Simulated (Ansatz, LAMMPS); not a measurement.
# Relaxing a frame of liquid Na2CO3 from 1140 K (108 atoms), part 2 of 3

Wanted: the relaxed structure of a frame of liquid Na2CO3 from 1140 K (108 atoms) and its electronic structure.

Ansatz 0.2.0; Kohn-Sham DFT, PBE, PAW (set soft_2), plane waves.

The cell: 18 C, 54 O and 36 Na. The starting topology of bonds comes from the classical model. Sampling is at Γ alone, for a cell whose shortest periodic width is 12 Å.

So far. Step 3 (Single point at the start): The r.m.s. force component of 2.8 eV/Å and the pressure of 6.3 GPa set the starting point.

**4. Relaxation**

The atoms are relaxed in the fixed cell, aiming at the force tolerance of the input.

File input.yaml:

```yaml
crystal:
  lattice:
    - [11.71575, 0.0, 0.0]
    - [0.0, 11.71575, 0.0]
    - [0.0, 0.0, 11.71575]
  atoms:
    [... the 108 atom lines of step 3 ...]
kpoints:
  mp_grid: { grid: [1, 1, 1] }
hamiltonian:
  xc: pbe
scf:
  occupations: { method: gaussian, width: 0.05 }
output:
  forces: true
relax:
  f_tol: 0.05
  max_steps: 200
```

Started as:

```
> ansatz run input.yaml --threads 4 --pin off --max-ram 8192MiB --backend cpu --events-out ev --progress --plain --runs-dir out
```

Numbers of over 12 decimals in the logs are rounded to 6 here.

Output:

```text
[...]
Crystal: 108 atoms, lattice volume = 1608.090 Å³
Basis set: ecut = 420 eV, 31439 PW (Γ), exchange–correlation on 160×160×160 points (8 copies of the dense FFT grid, shifted against one another)
Bands: 468, of which v1, the nominal top of the filled ones, is band 360 counted from 1 (359 counted from 0)
Symmetry: 1 space group operations
[...]
k-points: 1
[...]
SCF iter   1: F=—  HF=-88689.514466 eV  |F-HF|=—  |Δ(HF+E_count)|=         —  Δρ=3.12e-3  dr2=3.25e-1  ethr=1.77e-3  ⟨swp⟩=5.0  Hψ=1761  notcnv=0  defer=95
[...]
SCF iter   7: F=-88689.451958 eV  HF=-88689.451962 eV  |F-HF|=3.47e-6  |Δ(HF+E_count)|=   7.01e-5  Δρ=3.56e-5  dr2=1.88e-5  ethr=8.68e-9  ⟨swp⟩=4.0  Hψ=1320  notcnv=0
SCF 1 converged in 7 iterations: F = -88689.451958 eV  dr2 = 1.88e-5
[...]
relax step   1: F+E_penalty+E_count = -88689.45195846 eV  Δ(F+E_penalty+E_count) = +0.000e0 eV  max|allowed force component| = 1.375e1 eV/Å  Δτ_max = 0.0000 Å  (7 SCF iters, dr2 threshold 6.25e-5 eV, accepted)
[...]
relax step   2: F+E_penalty+E_count = -88705.29851770 eV  Δ(F+E_penalty+E_count) = -1.585e1 eV  max|allowed force component| = 4.980e0 eV/Å  Δτ_max = 0.1949 Å  (8 SCF iters, dr2 threshold 1.00e-4 eV, accepted)
[...]
relax step   3: F+E_penalty+E_count = -88709.10335247 eV  Δ(F+E_penalty+E_count) = -3.805e0 eV  max|allowed force component| = 3.302e0 eV/Å  Δτ_max = 0.2000 Å  (7 SCF iters, dr2 threshold 1.00e-4 eV, accepted)
relax step   4: F+E_penalty+E_count = -88712.68348828 eV  Δ(F+E_penalty+E_count) = -3.580e0 eV  max|allowed force component| = 1.045e0 eV/Å  Δτ_max = 0.1923 Å  (7 SCF iters, dr2 threshold 1.00e-4 eV, accepted)
relax step   5: F+E_penalty+E_count = -88714.23550440 eV  Δ(F+E_penalty+E_count) = -1.552e0 eV  max|allowed force component| = 6.797e-1 eV/Å  Δτ_max = 0.2000 Å  (7 SCF iters, dr2 threshold 1.00e-4 eV, accepted)
relax step   6: F+E_penalty+E_count = -88715.36992594 eV  Δ(F+E_penalty+E_count) = -1.134e0 eV  max|allowed force component| = 8.022e-1 eV/Å  Δτ_max = 0.1954 Å  (7 SCF iters, dr2 threshold 4.62e-5 eV, accepted)
relax step   7: F+E_penalty+E_count = -88715.89238886 eV  Δ(F+E_penalty+E_count) = -5.225e-1 eV  max|allowed force component| = 6.631e-1 eV/Å  Δτ_max = 0.2000 Å  (7 SCF iters, dr2 threshold 1.00e-4 eV, accepted)
relax step   8: F+E_penalty+E_count = -88716.29338433 eV  Δ(F+E_penalty+E_count) = -4.010e-1 eV  max|allowed force component| = 4.632e-1 eV/Å  Δτ_max = 0.1976 Å  (6 SCF iters, dr2 threshold 1.00e-4 eV, accepted)
relax step   9: F+E_penalty+E_count = -88716.57755579 eV  Δ(F+E_penalty+E_count) = -2.842e-1 eV  max|allowed force component| = 3.544e-1 eV/Å  Δτ_max = 0.2000 Å  (6 SCF iters, dr2 threshold 1.00e-4 eV, accepted)
relax step  10: F+E_penalty+E_count = -88716.83035523 eV  Δ(F+E_penalty+E_count) = -2.528e-1 eV  max|allowed force component| = 3.631e-1 eV/Å  Δτ_max = 0.1948 Å  (7 SCF iters, dr2 threshold 6.13e-5 eV, accepted)
relax step  11: F+E_penalty+E_count = -88717.07011864 eV  Δ(F+E_penalty+E_count) = -2.398e-1 eV  max|allowed force component| = 3.466e-1 eV/Å  Δτ_max = 0.2000 Å  (7 SCF iters, dr2 threshold 7.72e-5 eV, accepted)
relax step  12: F+E_penalty+E_count = -88717.27651085 eV  Δ(F+E_penalty+E_count) = -2.064e-1 eV  max|allowed force component| = 4.282e-1 eV/Å  Δτ_max = 0.1946 Å  (6 SCF iters, dr2 threshold 1.00e-4 eV, accepted)
relax step  13: F+E_penalty+E_count = -88717.37651641 eV  Δ(F+E_penalty+E_count) = -1.000e-1 eV  max|allowed force component| = 6.251e-1 eV/Å  Δτ_max = 0.1989 Å  (6 SCF iters, dr2 threshold 1.00e-4 eV, accepted)
relax step  14: F+E_penalty+E_count = -88717.60406635 eV  Δ(F+E_penalty+E_count) = -2.275e-1 eV  max|allowed force component| = 2.708e-1 eV/Å  Δτ_max = 0.2000 Å  (7 SCF iters, dr2 threshold 1.00e-4 eV, accepted)
relax step  15: F+E_penalty+E_count = -88717.70902370 eV  Δ(F+E_penalty+E_count) = -1.050e-1 eV  max|allowed force component| = 8.153e-1 eV/Å  Δτ_max = 0.1954 Å  (7 SCF iters, dr2 threshold 1.38e-5 eV, accepted)
relax step  16: F+E_penalty+E_count = -88717.75449309 eV  Δ(F+E_penalty+E_count) = -4.547e-2 eV  max|allowed force component| = 1.290e0 eV/Å  Δτ_max = 0.1929 Å  (6 SCF iters, dr2 threshold 1.00e-4 eV, accepted)
relax step  17: F+E_penalty+E_count = -88717.94986570 eV  Δ(F+E_penalty+E_count) = -1.954e-1 eV  max|allowed force component| = 7.486e-1 eV/Å  Δτ_max = 0.2000 Å  (6 SCF iters, dr2 threshold 1.00e-4 eV, accepted)
relax step  18: F+E_penalty+E_count = -88718.12620536 eV  Δ(F+E_penalty+E_count) = -1.763e-1 eV  max|allowed force component| = 4.331e-1 eV/Å  Δτ_max = 0.2000 Å  (6 SCF iters, dr2 threshold 1.00e-4 eV, accepted)
relax step  19: F+E_penalty+E_count = -88718.21754452 eV  Δ(F+E_penalty+E_count) = -9.134e-2 eV  max|allowed force component| = 7.701e-1 eV/Å  Δτ_max = 0.1945 Å  (7 SCF iters, dr2 threshold 6.28e-5 eV, accepted)
relax step  20: F+E_penalty+E_count = -88718.36257974 eV  Δ(F+E_penalty+E_count) = -1.450e-1 eV  max|allowed force component| = 2.234e-1 eV/Å  Δτ_max = 0.2000 Å  (6 SCF iters, dr2 threshold 1.00e-4 eV, accepted)
relax step  21: F+E_penalty+E_count = -88718.40639654 eV  Δ(F+E_penalty+E_count) = -4.382e-2 eV  max|allowed force component| = 9.138e-2 eV/Å  Δτ_max = 0.1433 Å  (8 SCF iters, dr2 threshold 4.20e-6 eV, accepted)
relax step  22: F+E_penalty+E_count = -88718.40462534 eV  Δ(F+E_penalty+E_count) = +1.771e-3 eV  max|allowed force component| = 3.307e-1 eV/Å  Δτ_max = 0.0954 Å  (10 SCF iters, rejected (line search))
relax step  23: F+E_penalty+E_count = -88718.42415998 eV  Δ(F+E_penalty+E_count) = -1.776e-2 eV  max|allowed force component| = 2.910e-2 eV/Å  Δτ_max = 0.0477 Å  (9 SCF iters, accepted)
relax step  24: F+E_penalty+E_count = -88718.42885742 eV  Δ(F+E_penalty+E_count) = -4.697e-3 eV  max|allowed force component| = 1.114e-1 eV/Å  Δτ_max = 0.0682 Å  (9 SCF iters, accepted)
relax step  25: F+E_penalty+E_count = -88718.42782605 eV  Δ(F+E_penalty+E_count) = +1.031e-3 eV  max|allowed force component| = 2.415e-1 eV/Å  Δτ_max = 0.0439 Å  (8 SCF iters, rejected (line search))
relax step  26: F+E_penalty+E_count = -88718.43207110 eV  Δ(F+E_penalty+E_count) = -3.214e-3 eV  max|allowed force component| = 4.496e-2 eV/Å  Δτ_max = 0.0214 Å  (8 SCF iters, accepted)
relax step  27: F+E_penalty+E_count = -88718.43430082 eV  Δ(F+E_penalty+E_count) = -2.230e-3 eV  max|allowed force component| = 8.741e-2 eV/Å  Δτ_max = 0.0423 Å  (8 SCF iters, accepted)
relax step  28: F+E_penalty+E_count = -88718.43940942 eV  Δ(F+E_penalty+E_count) = -5.109e-3 eV  max|allowed force component| = 1.260e-1 eV/Å  Δτ_max = 0.1097 Å  (9 SCF iters, accepted)
relax step  29: F+E_penalty+E_count = -88718.44229778 eV  Δ(F+E_penalty+E_count) = -2.888e-3 eV  max|allowed force component| = 2.901e-1 eV/Å  Δτ_max = 0.1643 Å  (7 SCF iters, dr2 threshold 1.59e-5 eV, accepted)
relax step  30: F+E_penalty+E_count = -88718.48187353 eV  Δ(F+E_penalty+E_count) = -3.958e-2 eV  max|allowed force component| = 1.063e-1 eV/Å  Δτ_max = 0.2000 Å  (6 SCF iters, dr2 threshold 8.41e-5 eV, accepted)
relax step  31: F+E_penalty+E_count = -88718.51086471 eV  Δ(F+E_penalty+E_count) = -2.899e-2 eV  max|allowed force component| = 1.441e-1 eV/Å  Δτ_max = 0.2000 Å  (9 SCF iters, accepted)
relax step  32: F+E_penalty+E_count = -88718.52233209 eV  Δ(F+E_penalty+E_count) = -1.147e-2 eV  max|allowed force component| = 5.051e-1 eV/Å  Δτ_max = 0.1976 Å  (7 SCF iters, dr2 threshold 2.79e-6 eV, accepted)
relax step  33: F+E_penalty+E_count = -88718.54040008 eV  Δ(F+E_penalty+E_count) = -1.807e-2 eV  max|allowed force component| = 2.865e-2 eV/Å  Δτ_max = 0.0835 Å  (5 SCF iters, dr2 threshold 1.00e-4 eV, accepted)
relax step  34: F+E_penalty+E_count = -88718.54041900 eV  Δ(F+E_penalty+E_count) = -1.891e-5 eV  max|allowed force component| = 2.863e-2 eV/Å  Δτ_max = 0.0000 Å  (5 SCF iters, accepted)
relax step  35: F+E_penalty+E_count = -88718.54506168 eV  Δ(F+E_penalty+E_count) = -4.643e-3 eV  max|allowed force component| = 1.361e-1 eV/Å  Δτ_max = 0.0988 Å  (9 SCF iters, accepted)
relax step  36: F+E_penalty+E_count = -88718.54740047 eV  Δ(F+E_penalty+E_count) = -2.339e-3 eV  max|allowed force component| = 3.144e-1 eV/Å  Δτ_max = 0.1419 Å  (7 SCF iters, dr2 threshold 1.85e-5 eV, accepted)
relax step  37: F+E_penalty+E_count = -88718.55364717 eV  Δ(F+E_penalty+E_count) = -6.247e-3 eV  max|allowed force component| = 3.205e-1 eV/Å  Δτ_max = 0.0386 Å  (5 SCF iters, dr2 threshold 9.89e-5 eV, accepted)
relax step  38: F+E_penalty+E_count = -88718.57935649 eV  Δ(F+E_penalty+E_count) = -2.571e-2 eV  max|allowed force component| = 8.952e-2 eV/Å  Δτ_max = 0.2000 Å  (6 SCF iters, dr2 threshold 1.00e-4 eV, accepted)
relax step  39: F+E_penalty+E_count = -88718.58535407 eV  Δ(F+E_penalty+E_count) = -5.998e-3 eV  max|allowed force component| = 2.008e-1 eV/Å  Δτ_max = 0.0861 Å  (9 SCF iters, accepted)
relax step  40: F+E_penalty+E_count = -88718.60834575 eV  Δ(F+E_penalty+E_count) = -2.299e-2 eV  max|allowed force component| = 7.530e-2 eV/Å  Δτ_max = 0.2000 Å  (7 SCF iters, dr2 threshold 3.15e-6 eV, accepted)
[...]
relax step  41: F+E_penalty+E_count = -88718.62143789 eV  Δ(F+E_penalty+E_count) = -1.309e-2 eV  max|allowed force component| = 2.846e-2 eV/Å  Δτ_max = 0.1578 Å  (9 SCF iters, accepted)
SCF converged after 9 iterations
Free energy (F): -88718.621438 eV
[...]
Internal energy: -88718.621438 eV  (E = F + TS)
E sigma→0 (E₀):  -88718.621438 eV
Fermi energy:    3.716640 eV
[...]
--- Forces (eV/Å), atoms counted from 1 ---
  atom   1  C     -0.02196057    -0.00576070     0.00816483
  atom   2  O     -0.00793208    -0.00319082     0.00415532
  atom   3  O      0.02164027    -0.00320993     0.00846215
  atom   4  O     -0.01474593    -0.00783058    -0.00185707
  atom   5  C      0.00171552    -0.00932576    -0.01220015
  atom   6  O      0.00302394     0.00133436     0.00132576
  atom   7  O      0.01040134    -0.00192910    -0.00527340
  atom   8  O     -0.00139453     0.00166870    -0.00194098
  atom   9  C     -0.00297065     0.00039584    -0.00848257
  atom  10  O     -0.00894047    -0.01031948     0.00770097
  atom  11  O      0.00077264    -0.00622391     0.00482419
  atom  12  O      0.00077562    -0.00268711    -0.00265609
  atom  13  C      0.00440786     0.00265406     0.01383753
  atom  14  O     -0.00130176     0.00007851    -0.00184069
[...]
atom 107  Na    -0.00038343     0.00057472    -0.00862150
  atom 108  Na    -0.00158107     0.00044873     0.00723661
  max |Σ_I F_I| component: 1.21e-4 eV/Å
--- Relaxed structure (41 steps of the walk, 39 accepted, 0 SCFs on fresh bases) ---
  F+E_penalty+E_count = -88718.62143789 eV   max|allowed force component| = 2.846e-2 eV/Å
  atoms:
    - { symbol: C, position: [0.431611, 0.228821, 0.168922] }
    - { symbol: O, position: [0.446422, 0.118180, 0.157207] }
    - { symbol: O, position: [0.333700, 0.274765, 0.150304] }
    - { symbol: O, position: [0.518744, 0.291571, 0.199103] }
[...]
- { symbol: Na, position: [0.361136, 0.240605, 0.754717] }
```

Elapsed: 3.5 min, on 4 threads of AMD EPYC 9R45, shared host; peak memory 2.3 GiB.

Relaxation path (22 of 41):

```tsv
step	energy less that of the first step (eV)	largest force component (eV/Å)
1	0.0000	13.7497
3	-19.6514	3.3023
5	-24.7835	0.6797
7	-26.4404	0.6631
9	-27.1256	0.3544
11	-27.6182	0.3466
12	-27.8246	0.4282
14	-28.1521	0.2708
16	-28.3025	1.2904
18	-28.6742	0.4331
20	-28.9106	0.2234
22	-28.9527	0.3306
24	-28.9769	0.1114
26	-28.9801	0.0450
28	-28.9875	0.1260
30	-29.0299	0.1063
31	-29.0589	0.1441
33	-29.0884	0.0286
35	-29.0931	0.1361
37	-29.1017	0.3205
39	-29.1334	0.2008
41	-29.1695	0.0285
```

Relaxation steps 22, 25 were tried and not accepted.

The atoms that moved most (Å):

```tsv
atom	dx	dy	dz	length
O34	-1.182	-1.401	0.280	1.854
Na94	-1.214	-0.597	-1.109	1.750
O62	-0.589	1.522	-0.289	1.657
Na90	-0.146	1.316	-0.852	1.574
O54	-1.042	0.547	-0.971	1.525
Na77	-0.711	0.016	-1.300	1.482
O58	-0.972	0.988	0.114	1.391
O19	-0.788	0.944	-0.580	1.360
```

The relaxation changed the energy by -270 meV/atom, and atoms moved by 0.89 Å r.m.s., 1.9 Å at most.

**5. Structure statistics after relaxation**

Bonds before and after, by the cutoffs listed below:

```tsv
pair	bonds before	bonds after	mean before (Å)	mean after (Å)	spread before (Å)	spread after (Å)
O-Na	192	189	2.578	2.483	0.224	0.160
O-C	54	54	1.267	1.302	0.060	0.009
```

Density 1.97 g/cm³, 14.89 Å³ an atom.

g(r), total and by pair (bins of 0.2 Å):

```tsv
r (Å)	total	O-O	O-Na	O-C	Na-Na	Na-C	C-C
1.20	1.69	0.00	0.00	10.10	0.00	0.00	0.00
1.40	1.81	0.00	0.00	10.85	0.00	0.00	0.00
1.60	0.00	0.00	0.00	0.00	0.00	0.00	0.00
1.80	0.00	0.00	0.00	0.00	0.00	0.00	0.00
2.00	0.00	0.00	0.00	0.00	0.00	0.00	0.00
2.20	1.52	4.61	1.10	0.00	0.00	0.00	0.00
2.40	1.92	0.00	5.75	0.00	0.00	0.00	0.00
2.60	0.84	0.00	2.48	0.00	0.00	0.14	0.00
2.80	0.71	0.05	0.72	0.08	0.12	3.90	0.00
3.00	0.58	0.05	0.29	0.00	0.86	3.40	0.00
3.20	0.87	0.75	0.38	0.19	2.17	2.50	0.00
3.40	1.13	1.50	0.51	0.35	2.12	2.65	0.00
3.60	0.98	1.32	0.69	0.56	1.29	1.70	0.00
3.80	0.98	1.25	0.77	1.09	1.56	0.41	0.28
4.00	0.99	1.09	1.40	0.78	0.62	0.30	0.73
4.20	1.28	1.10	1.46	1.92	1.06	0.38	1.54
4.40	0.99	1.04	0.92	1.67	0.66	0.21	1.64
4.60	0.99	0.87	0.75	1.99	0.93	0.32	2.06
4.80	0.96	0.92	0.86	1.40	1.11	0.30	1.86
5.00	0.98	0.90	0.94	1.14	1.02	0.59	2.52
5.20	0.95	1.17	0.89	1.12	0.91	0.26	1.46
5.40	1.08	1.29	1.11	1.07	0.64	0.88	1.48
5.60	1.10	1.26	0.92	1.17	1.03	1.23	1.26
5.80	1.01	1.09	0.98	0.65	1.14	1.42	0.81
```

Bonds by pair of elements; cutoffs follow the first minimum of g(r), held within bounds set by covalent radii, and pairs that aren't listed don't count as bonded:

```tsv
pair A-B	cutoff (Å)	bonds	mean length (Å)	spread (Å)	shortest (Å)	B about A	A about B
O-Na	3.02	189	2.48	0.16	2.19	3.5	5.25
O-C	1.73	54	1.30	0.009	1.29	1	3
```

How many atoms have how many bonded neighbours:

```tsv
element	mean	3	4	5	6	7
C	3	18	0	0	0	0
Na	5.25	1	5	18	8	4
O	4.5	3	24	24	3	0
```

Bond angles (no mean is given where the spread exceeds 20°):

```tsv
angle	count	mean (°)	spread (°)
O-Na-O	417	-	-
Na-O-Na	249	-	-
C-O-Na	189	-	-
O-C-O	54	120	1
```

Bond length by coordination (bonds to H left out):

```tsv
element	coordination	atoms	mean bond length (Å)
Na	3	1	2.28
Na	4	5	2.39
Na	5	18	2.46
Na	6	8	2.52
Na	7	4	2.58
O	3	3	1.97
O	4	24	2.16
O	5	24	2.27
O	6	3	2.38
```

First main peaks of g(r), for some of the pairs, lie near 2.3 Å (O-O), 2.4 Å (O-Na), 1.3 Å (O-C), 3.3 Å (Na-Na) and 2.8 Å (Na-C). With the cutoffs above, all C atoms have 3, 50 % of Na atoms have 5 and 44 % of O atoms have 4 and as many 5 bonded neighbours.

(Continued in part 3 of 3.)

[Logs are printed without paths, hosts, clocks, repeated set-up lines and the standing remarks that a program may print on its own settings, such as how far it seeks lower states.]

[Hosts, paths, dates, database ids (printed as entryN), source tags and the programs' standing remarks are cut or masked in the printed files.]
